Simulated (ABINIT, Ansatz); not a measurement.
# Quasiparticle gap of BaAlSiH (P3m1) in ABINIT, part 2 of 3

How does a plane-wave GW calculation on BaAlSiH (P3m1) run from the first input to the gap?

ABINIT 10.8.3; LDA and many-body steps on it, plane waves. Known limits of the many-body steps: not at the basis limit; no spin-orbit coupling; coarse k mesh.

So far. Step 2 (Ground state): The gap is indirect, with the least direct gap 0.55 eV higher.

**3. Bands along the symmetry lines**

Level of this step: DFT, LDA, plane waves, norm-conserving pseudopotentials (ABINIT).

Levels along a band path, at the cheap level, show where the edges lie and whether the meshes to come will hold them.

run.abi reads:

```
acell 3*1.0 Angstrom
rprim 
  4.334227520372 0.000000000006 0.000000000000
  -2.167113760192 3.753551138421 0.000000000000
  0.000000000000 0.000000000000 5.262552000000
ntypat 4
znucl 56 13 14 1
natom 4
typat 1 2 3 4
xred 
  0.000000000000 0.000000000000 0.000436000000
  0.666666666667 0.333333333333 0.465248000000
  0.333333333333 0.666666666667 0.542307000000
  0.666666666667 0.333333333333 0.134910000000
pp_dirpath "pseudos"
pseudos "Ba.upf, Al.upf, Si.upf, H.upf"
ecut 31
iscf -2
irdden 1
kptopt 0
nkpt 75
kpt 
  0.00000000 0.00000000 0.00000000
  0.06250000 0.00000000 0.00000000
  0.12500000 0.00000000 0.00000000
  0.18750000 0.00000000 0.00000000
  0.25000000 0.00000000 0.00000000
  0.31250000 0.00000000 0.00000000
  0.37500000 0.00000000 0.00000000
  0.43750000 0.00000000 0.00000000
  0.50000000 0.00000000 0.00000000
  0.47916667 0.04166667 0.00000000
  0.45833333 0.08333333 0.00000000
  0.43750000 0.12500000 0.00000000
  0.41666666 0.16666666 0.00000000
  0.39583333 0.20833333 0.00000000
  0.37500000 0.25000000 0.00000000
  0.35416666 0.29166666 0.00000000
  0.33333333 0.33333333 0.00000000
  0.29166666 0.29166666 0.00000000
  0.25000000 0.25000000 0.00000000
  0.20833333 0.20833333 0.00000000
  0.16666666 0.16666666 0.00000000
  0.12500000 0.12500000 0.00000000
  0.08333333 0.08333333 0.00000000
  0.04166667 0.04166667 0.00000000
  0.00000000 0.00000000 0.00000000
  0.00000000 0.00000000 0.06250000
  0.00000000 0.00000000 0.12500000
  0.00000000 0.00000000 0.18750000
  0.00000000 0.00000000 0.25000000
  0.00000000 0.00000000 0.31250000
  0.00000000 0.00000000 0.37500000
  0.00000000 0.00000000 0.43750000
  0.00000000 0.00000000 0.50000000
  0.06250000 0.00000000 0.50000000
  0.12500000 0.00000000 0.50000000
  0.18750000 0.00000000 0.50000000
  0.25000000 0.00000000 0.50000000
  0.31250000 0.00000000 0.50000000
  0.37500000 0.00000000 0.50000000
  0.43750000 0.00000000 0.50000000
  0.50000000 0.00000000 0.50000000
  0.47916667 0.04166667 0.50000000
  0.45833333 0.08333333 0.50000000
  0.43750000 0.12500000 0.50000000
  0.41666666 0.16666666 0.50000000
  0.39583333 0.20833333 0.50000000
  0.37500000 0.25000000 0.50000000
  0.35416666 0.29166666 0.50000000
  0.33333333 0.33333333 0.50000000
  0.29166666 0.29166666 0.50000000
  0.25000000 0.25000000 0.50000000
  0.20833333 0.20833333 0.50000000
  0.16666666 0.16666666 0.50000000
  0.12500000 0.12500000 0.50000000
  0.08333333 0.08333333 0.50000000
  0.04166667 0.04166667 0.50000000
  0.00000000 0.00000000 0.50000000
  0.50000000 0.00000000 0.50000000
  0.50000000 0.00000000 0.43750000
  0.50000000 0.00000000 0.37500000
  0.50000000 0.00000000 0.31250000
  0.50000000 0.00000000 0.25000000
  0.50000000 0.00000000 0.18750000
  0.50000000 0.00000000 0.12500000
  0.50000000 0.00000000 0.06250000
  0.50000000 -0.00000000 0.00000000
  0.33333333 0.33333333 0.50000000
  0.33333333 0.33333333 0.43750000
  0.33333333 0.33333333 0.37500000
  0.33333333 0.33333333 0.31250000
  0.33333333 0.33333333 0.25000000
  0.33333333 0.33333333 0.18750000
  0.33333333 0.33333333 0.12500000
  0.33333333 0.33333333 0.06250000
  0.33333333 0.33333333 0.00000000
istwfk *1
nband 16
nbdbuf 2
tolwfr 1e-08
nstep 40
prtwf 0
prtvol 0
indata_prefix "in"
outdata_prefix "out"
tmpdata_prefix "tmp"
```

Run with:

```bash
$ OMP_NUM_THREADS=1 mpirun -n 4 abinit run.abi > log
```

Numbers of over 12 decimals in the logs are rounded to 6 here.

The log of the run:

```text
.Version 10.8.3 of ABINIT. v10.8.2 released Aug 2026.

 Symmetries : space group P3 m 1 (#156); Bravais hP (primitive hexag.)
[... echo of the input left out ...]
== DATASET  1 ==================================================================
-   mpi_nproc: 4, omp_nthreads: 1 (-1 if OMP is not activated)

--- !DatasetInfo
iteration_state: {dtset: 1, }
dimensions: {natom: 4, nkpt: 75, mband: 16, nsppol: 1, nspinor: 1, nspden: 1, mpw: 4806, }
cutoff_energies: {ecut:  31.0, pawecutdg:  -1.0, }
electrons: {nelect:   1.80000000E+01, charge:   0.00000000E+00, occopt:   1.00000000E+00, tsmear:   1.00000000E-02, }

 Real(R)+Recip(G) space primitive vectors, cartesian coordinates (Bohr,Bohr^-1):
 R(1)=  8.1905030  0.0000000  0.0000000  G(1)=  0.1220926  0.0704902  0.0000000
 R(2)= -4.0952515  7.0931837  0.0000000  G(2)=  0.0000000  0.1409804  0.0000000
 R(3)=  0.0000000  0.0000000  9.9447820  G(3)=  0.0000000  0.0000000  0.1005552
 Unit cell volume ucvol=  5.7775943E+02 bohr^3
 Angles (23,13,12)=  9.00000000E+01  9.00000000E+01  1.20000000E+02 degrees

 getcut: wavevector=  0.0000  0.0000  0.0000  ngfft=  45  45  50
         ecut(hartree)=     31.000   => boxcut(ratio)=   2.00599

--- Pseudopotential description ------------------------------------------------
- Ba Generated using ONCVPSP code by D. R. Hamann
- 56.00000  10.00000  180309                  znucl, zion, pspdat
12 -1012 2 -1 1912                            pspcod,pspxc,lmax,lloc,mmax
     nproj     2     2     2
  pspatm : epsatm=   25.95172157
         --- l  ekb(1:nproj) -->
             0    6.668455    0.685657
             1    5.046948    0.410312
             2    2.551809    0.419281
 pspatm: atomic psp has been read  and splines computed

- Al Generated using ONCVPSP code by D. R. Hamann
- 13.00000   3.00000  180309                  znucl, zion, pspdat
12 -1012 2 -1 1854                            pspcod,pspxc,lmax,lloc,mmax
     nproj     2     2     2
  pspatm : epsatm=    0.57439143
         --- l  ekb(1:nproj) -->
[...]
pspatm: atomic psp has been read  and splines computed

- Si Generated using ONCVPSP code by D. R. Hamann
- 14.00000   4.00000  180309                  znucl, zion, pspdat
12 -1012 2 -1 1510                            pspcod,pspxc,lmax,lloc,mmax
     nproj     2     2     2
  pspatm : epsatm=    6.67003958
         --- l  ekb(1:nproj) -->
[...]
pspatm: atomic psp has been read  and splines computed

- H Generated using ONCVPSP code by D. R. Hamann
-  1.00000   1.00000  180309                  znucl, zion, pspdat
12 -1012 1 -1 1180                            pspcod,pspxc,lmax,lloc,mmax
     nproj     2     1     0
  pspatm : epsatm=    0.35439867
         --- l  ekb(1:nproj) -->
[...]
1   -0.275071
 pspatm: atomic psp has been read  and splines computed

[...]
Non-SCF case, kpt    3 (  0.12500  0.00000  0.00000), residuals and eigenvalues=
[...]
3.1581E-01  3.3067E-01  3.3672E-01  3.5715E-01
[...]
Non-SCF case, kpt   74 (  0.33333  0.33333  0.06250), residuals and eigenvalues=
[...]
Non-SCF case, kpt   75 (  0.33333  0.33333  0.00000), residuals and eigenvalues=
[...]
-8.1809E-01 -2.8648E-01 -2.8199E-01 -2.7442E-01 -5.0694E-02 -1.8300E-02
  7.3992E-02  9.0799E-02  1.5961E-01  2.2988E-01  2.8730E-01  3.2576E-01
[...]
--- !ResultsGS
iteration_state: {dtset: 1, }
comment   : Summary of ground state results
lattice_vectors:
- [  8.1905030,   0.0000000,   0.0000000, ]
- [ -4.0952515,   7.0931837,   0.0000000, ]
- [  0.0000000,   0.0000000,   9.9447820, ]
lattice_lengths: [   8.19050,    8.19050,    9.94478, ]
lattice_angles: [ 90.000,  90.000, 120.000, ] # degrees, (23, 13, 12)
lattice_volume:   5.7775943E+02
convergence: {deltae:  0.000E+00, res2:  0.000E+00, residm:  9.987E-09, diffor:  0.000E+00, }
etotal    :  -3.54390028E+01
entropy   :   0.00000000E+00
fermie    :   1.86925706E-01
cartesian_stress_tensor: null
pressure_GPa: null
xred      :
- [  0.0000E+00,   0.0000E+00,   4.3600E-04, Ba]
- [  6.6667E-01,   3.3333E-01,   4.6525E-01, Al]
- [  3.3333E-01,   6.6667E-01,   5.4231E-01, Si]
- [  6.6667E-01,   3.3333E-01,   1.3491E-01,  H]
cartesian_forces: null
force_length_stats: {min: null, max: null, mean: null, }

 Integrated electronic density in atomic spheres:
 ------------------------------------------------
 Atom  Sphere_radius  Integrated_density
[...]
================================================================================

 ----iterations are completed or convergence reached----

 Mean square residual over all n,k,spin=   53.274E-10; max=  99.869E-10
 reduced coordinates (array xred) for    4 atoms
[...]
0.333333333333      0.666666666667      0.542307000000
       0.666666666667      0.333333333333      0.134910000000

 cartesian coordinates (angstrom) at end:
[...]
3     -4e-12     2.502367     2.853919
    4      2.167114     1.251184     0.709971
 length scales=  1.889726125908  1.889726125908  1.889726125908 bohr
              =  1.000000000000  1.000000000000  1.000000000000 angstroms
 prteigrs : about to open file out_EIG
 Eigenvalues (hartree) for nkpt=  75  k points:
 kpt#   1, nband= 16, wtk=  1.00000, kpt=  0.0000  0.0000  0.0000 (reduced coord)
[...]
kpt#   2, nband= 16, wtk=  1.00000, kpt=  0.0625  0.0000  0.0000 (reduced coord)
[...]
kpt#   3, nband= 16, wtk=  1.00000, kpt=  0.1250  0.0000  0.0000 (reduced coord)
[...]
kpt#  74, nband= 16, wtk=  1.00000, kpt=  0.3333  0.3333  0.0625 (reduced coord)
[...]
kpt#  75, nband= 16, wtk=  1.00000, kpt=  0.3333  0.3333  0.0000 (reduced coord)
  -0.81809   -0.28648   -0.28199   -0.27442   -0.05069   -0.01830    0.07399    0.09080
   0.15961    0.22988    0.28730    0.32576    0.39102    0.39727    0.40274    0.43115

== END DATASET(S) ==============================================================
================================================================================

 -outvars: echo values of variables after computation  --------
            nband          16
             nkpt          75
          spgroup         156
 [... the other variables as echoed above ...]

 Calculation completed.
```

Wall time 29 s (4 MPI ranks of Intel Xeon Platinum 8488C (Sapphire Rapids), shared host); peak memory 0.39 GiB; 1.9 min of CPU time.

This step gave:

* gap: 0.6634 eV
* k of the valence top: 0, 0, 0.5
* k of the conduction bottom: 0.5, 0, 0.125
* least direct gap: 1.239 eV

The gap is 0.663 eV, −0.032 eV from the run before at this level.

Electronic bands along the path, in eV, zero at the top of the highest filled band:

```
    point  band 6  band 7  band 8  band 9  band 10  band 11  band 12  band 13
        Γ   -4.04   -0.81   -0.48   -0.48     1.25     3.10     3.10     4.05
  halfway   -4.50   -2.19   -0.83   -0.63     1.39     2.58     3.18     3.27
        M   -5.76   -3.02   -1.13   -0.55     0.69     2.25     2.90     3.41
  halfway   -5.64   -2.97   -2.11   -0.57     1.00     2.59     3.29     4.21
        K   -5.58   -3.07   -2.62   -0.74     1.17     2.73     3.78     5.55
  halfway   -4.63   -2.25   -1.48   -0.57     1.95     2.14     2.70     3.98
        Γ   -4.04   -0.81   -0.48   -0.48     1.25     3.10     3.10     4.05
  halfway   -4.55   -0.44   -0.33   -0.33     1.45     2.25     2.25     3.17
        A   -5.10   -0.14   -0.14    0.00     1.65     1.81     1.81     2.53
  halfway   -4.67   -2.60   -1.08   -0.69     1.61     2.79     3.24     3.96
        L   -5.18   -3.20   -1.59   -0.79     1.57     3.24     3.86     5.23
  halfway   -5.43   -3.06   -1.97   -0.63     2.56     3.19     4.11     4.62
        H   -5.81   -2.92   -2.24   -0.45     2.89     3.82     4.29     4.68
  halfway   -4.67   -2.82   -1.49   -0.67     2.25     2.89     3.23     3.69
        A   -5.10   -0.14   -0.14    0.00     1.65     1.81     1.81     2.53
jump to L   -5.18   -3.20   -1.59   -0.79     1.57     3.24     3.86     5.23
  halfway   -5.50   -3.01   -1.38   -0.69     0.82     2.85     3.71     4.10
        M   -5.76   -3.02   -1.13   -0.55     0.69     2.25     2.90     3.41
jump to H   -5.81   -2.92   -2.24   -0.45     2.89     3.82     4.29     4.68
  halfway   -5.70   -2.80   -2.69   -0.60     2.23     3.32     3.77     4.36
        K   -5.58   -3.07   -2.62   -0.74     1.17     2.73     3.78     5.55
```

The electronic bands as a text plot (rows in eV, shown from -8.0 to 2.5 only):

```
    2.3 |    +++++    + ++++   +  +++      +      + +++   ++  +
    1.9 | ++           +++++    ++++++             ++++
    1.4 |+  +         ++    +++++++   +++++           ++       ++
    1.0 |    ++  +++++                                  +
    0.6 |      ++                                        +++
    0.1 |                        ***                 **
   -0.3 |*       *     *    **********       ***   ****     **
   -0.8 |******** ***** *******    * ********   *** ** *****  ***
   -1.2 | *   ***        ***        * *            *     ***
   -1.6 |  *     *      *              *****     ** *  **
   -2.1 |   *     *    ***           *      *****  *        *
   -2.5 |    *     *****              *                      ****
   -3.0 |     *********                *   ********    **********
   -3.4 |                               ***
   -3.8 |
   -4.3 |***             ******
   -4.7 |   **          *      **    ***         ****
   -5.1 |     *       **         ****   ****    *    ***
   -5.6 |      *******                      ** *        *********
   -6.0 |                                     *
   -6.5 |         ****                                       ****
   -6.9 |      ***    *                    ******      ******
   -7.3 |     *        *               ****      **
   -7.8 |    *          *        ******            ****
         Γ      M   K        Γ    A      L   H       A|L  M|H   K
```

**4. Empty states on the mesh, 3×3×2 mesh, 211 bands**

The sums over transitions need many empty states on a uniform mesh; this step solves for them.

run.abi reads:

```
acell 3*1.0 Angstrom
rprim 
  4.334227520372 0.000000000006 0.000000000000
  -2.167113760192 3.753551138421 0.000000000000
  0.000000000000 0.000000000000 5.262552000000
ntypat 4
znucl 56 13 14 1
natom 4
typat 1 2 3 4
xred 
  0.000000000000 0.000000000000 0.000436000000
  0.666666666667 0.333333333333 0.465248000000
  0.333333333333 0.666666666667 0.542307000000
  0.666666666667 0.333333333333 0.134910000000
pp_dirpath "pseudos"
pseudos "Ba.upf, Al.upf, Si.upf, H.upf"
ecut 31
ngkpt 3 3 2
nshiftk 1
shiftk 0 0 0
kptopt 1
chksymbreak 0
irdden 1
istwfk *1
nband 211
prtvol 0
optdriver 6
gwr_task "HDIAGO"
paral_kgb 0
occopt 1
indata_prefix "in"
outdata_prefix "out"
tmpdata_prefix "tmp"
```

The log of the run:

```text
[banner, memory and clock lines left out]
.Version 10.8.3 of ABINIT. v10.8.2 released Aug 2026.

 Symmetries : space group P3 m 1 (#156); Bravais hP (primitive hexag.)
[... echo of the input left out ...]
== DATASET  1 ==================================================================
-   mpi_nproc: 4, omp_nthreads: 1 (-1 if OMP is not activated)

--- !DatasetInfo
iteration_state: {dtset: 1, }
dimensions: {natom: 4, nkpt: 6, mband: 211, nsppol: 1, nspinor: 1, nspden: 1, mpw: 4806, }
cutoff_energies: {ecut:  31.0, pawecutdg:  -1.0, }
electrons: {nelect:   1.80000000E+01, charge:   0.00000000E+00, occopt:   1.00000000E+00, tsmear:   1.00000000E-02, }

.Using double precision arithmetic; gwpc =  8

- Reading GS density from: in_DEN

--- Pseudopotential description ------------------------------------------------
- Ba Generated using ONCVPSP code by D. R. Hamann
- 56.00000  10.00000  180309                  znucl, zion, pspdat
12 -1012 2 -1 1912                            pspcod,pspxc,lmax,lloc,mmax
     nproj     2     2     2
  pspatm : epsatm=   25.95172157
         --- l  ekb(1:nproj) -->
             0    6.668455    0.685657
             1    5.046948    0.410312
             2    2.551809    0.419281
 pspatm: atomic psp has been read  and splines computed

- Al Generated using ONCVPSP code by D. R. Hamann
- 13.00000   3.00000  180309                  znucl, zion, pspdat
12 -1012 2 -1 1854                            pspcod,pspxc,lmax,lloc,mmax
     nproj     2     2     2
  pspatm : epsatm=    0.57439143
         --- l  ekb(1:nproj) -->
[...]
pspatm: atomic psp has been read  and splines computed

- Si Generated using ONCVPSP code by D. R. Hamann
- 14.00000   4.00000  180309                  znucl, zion, pspdat
12 -1012 2 -1 1510                            pspcod,pspxc,lmax,lloc,mmax
     nproj     2     2     2
  pspatm : epsatm=    6.67003958
         --- l  ekb(1:nproj) -->
[...]
2   -2.124804   -0.444604
 pspatm: atomic psp has been read  and splines computed

- H Generated using ONCVPSP code by D. R. Hamann
-  1.00000   1.00000  180309                  znucl, zion, pspdat
12 -1012 1 -1 1180                            pspcod,pspxc,lmax,lloc,mmax
     nproj     2     1     0
  pspatm : epsatm=    0.35439867
         --- l  ekb(1:nproj) -->
             0   -1.665338   -0.519510
             1   -0.275071
 pspatm: atomic psp has been read  and splines computed

   6.03909922E+02                                ecore*ucvol(ha*bohr**3)

 Total charge density [el/Bohr^3]
)     Maximum=    2.6424E-01  at reduced coord.    0.6667    0.3333    0.1400
)     Minimum=    6.7507E-04  at reduced coord.    0.0000    0.0000    0.0000
   Integrated=    1.8000E+01

 === KS gaps after direct diagonalization ===
 Indirect band gap semiconductor
 Fundamental gap:     1.072 (eV)
   VBM:     5.087 (eV) at k: [ 0.0000E+00,  0.0000E+00,  5.0000E-01]
   CBM:     6.159 (eV) at k: [ 3.3333E-01,  0.0000E+00,  0.0000E+00]
 Direct gap:         1.647 (eV) at k: [ 0.0000E+00,  0.0000E+00,  5.0000E-01]

== END DATASET(S) ==============================================================

 -outvars: echo values of variables after computation  --------
           etotal      0.0000000000E+00
            nband         211
             nkpt           6
          spgroup         156
 [... the other variables as echoed above ...]

 Calculation completed.
```

Wall time 2.1 min (4 MPI ranks); peak memory 5.1 GiB; 8.3 min of CPU time.

This step gave:

```yaml
gap: 1.072 eV
k_of_the_valence_top: 0, 0, 0.5
k_of_the_conduction_bottom: 0.3333, 0, 0
least_direct_gap: 1.647 eV
k_points_computed: 6
lowest_point_of_the_top_converged_band_above_the_valence_top: 87.0789 eV
```

On this mesh the gap is 1.072 eV. The earlier step found 0.695 eV, so this mesh misses an edge.

**5. Screening, 3×3×2 mesh, 203 bands, screening to 176.9 eV**

The RPA dielectric matrix is built and inverted for each q.

This step: RPA screening on LDA, plane waves, norm-conserving pseudopotentials.

run.abi: that of step 4 with these lines changed.

```diff
@@ -22,10 +22,11 @@
 chksymbreak 0
-irdden 1
 istwfk *1
-nband 211
-prtvol 0
-optdriver 6
-gwr_task "HDIAGO"
-paral_kgb 0
 occopt 1
+irdwfk 1
+optdriver 3
+nband 203
+ecuteps 6.5
+inclvkb 2
+awtr 1
+symchi 1
 indata_prefix "in"
```

The log of the run:

```text
.Version 10.8.3 of ABINIT. v10.8.2 released Aug 2026.

 Symmetries : space group P3 m 1 (#156); Bravais hP (primitive hexag.)
[... echo of the input left out ...]
== DATASET  1 ==================================================================
-   mpi_nproc: 4, omp_nthreads: 1 (-1 if OMP is not activated)

--- !DatasetInfo
iteration_state: {dtset: 1, }
dimensions: {natom: 4, nkpt: 6, mband: 203, nsppol: 1, nspinor: 1, nspden: 1, mpw: 4806, }
cutoff_energies: {ecut:  31.0, pawecutdg:  -1.0, }
electrons: {nelect:   1.80000000E+01, charge:   0.00000000E+00, occopt:   1.00000000E+00, tsmear:   1.00000000E-02, }

 SCREENING: Calculation of the susceptibility and dielectric matrices

 Based on a program developped by R.W. Godby, V. Olevano, G. Onida, and L. Reining.
 Incorporated in ABINIT by V. Olevano, G.-M. Rignanese, and M. Torrent.
.Using double precision arithmetic ; gwpc =  8

[... cell and pseudopotentials left out ...]
--------------------------------------------------------------------------------

 ==== K-mesh for the wavefunctions ====
 Number of points in the irreducible wedge :     6
[... list of points left out ...]
 Together with  6 symmetry operations and time-reversal symmetry
 yields    18 points in the full Brillouin Zone.

 ==== Q-mesh for the screening function ====
 Number of points in the irreducible wedge :     6
[... list of points left out ...]
 Together with  6 symmetry operations and time-reversal symmetry
 yields    18 points in the full Brillouin Zone.

 setmesh: FFT mesh size selected  =    25x   25x   40
          total number of points  =        25000

 vcoul_init : cutoff-mode = AUXILIARY_FUNCTION
 q-points for optical limit:   1
     1)      0.000010    0.000020    0.000030

- screening: taking advantage of time-reversal symmetry
- Maximum band index for partially occupied states nbvw = 9
- Remaining bands to be divided among processors   nbcw = 194
- Number of bands treated by each node ~48

 Number of electrons calculated from density =   18.0000; Expected =   18.0000
 average of density, n =  0.031155
 r_s =    1.9715
 omega_plasma =   17.0262 [eV]

 calculating chi0 at frequencies [eV] :
  1    0.000000E+00    0.000000E+00
  2    0.000000E+00    1.702622E+01

--------------------------------------------------------------------------------
  q-point number  1        q = ( 0.000000, 0.000000, 0.000000) [r.l.u.]
--------------------------------------------------------------------------------
[... chi0 elements left out ...]
 For q-point:  0.000010 0.000020 0.000030
  dielectric constant =  22.2111
  dielectric constant without local fields =  24.9079

  Average fulfillment of the sum rule on Im[epsilon] for q-point    1 :     94.67  [%]
[... wings left out ...]
  q-point number  2        q = ( 0.333333, 0.000000, 0.000000) [r.l.u.]
--------------------------------------------------------------------------------
[... chi0 elements left out ...]
  Average fulfillment of the sum rule on Im[epsilon] for q-point    2 :     97.69  [%]

 [... 4 further q-points ...]
```

Elapsed: 29 s, on 4 MPI ranks; peak memory 1 GiB; 1.9 min of CPU time.

This step gave:

* ε∞ with local fields, on this mesh, along the program's q direction: 22.21
* the same without local fields: 24.91
* plasma frequency: 17.03 eV
* plane waves in the screening matrix: 455

Local fields lower ε∞ by 11 %. On a Γ-centred mesh this coarse the value itself is usually too large, while a short band sum pulls it down.

(Part 2 of 3 ends here.)

[Paths, hosts, dates, memory and timing lines, banners, echoed tables and standing remarks are left out of the program output.]

[Logs are printed without paths, hosts, clocks, repeated set-up lines and the standing remarks that a program may print on its own settings, such as how far it seeks lower states.]

[Runs of the session that timed out or met a known fault of the program may be left out.]

[Hosts, paths, dates, database ids (printed as entryN), source tags and the programs' standing remarks are cut or masked in the printed files.]

[G0W0 gaps are taken among the corrected bands and points alone; a level outside them can change the order at an edge.]

[Where Ansatz stands beside ABINIT at settings called matched, ABINIT's density can come from a denser mesh and the files from another edition; pairs whose starting gaps differed by over 0.03 eV were left out, so agreement reads better than it is.]
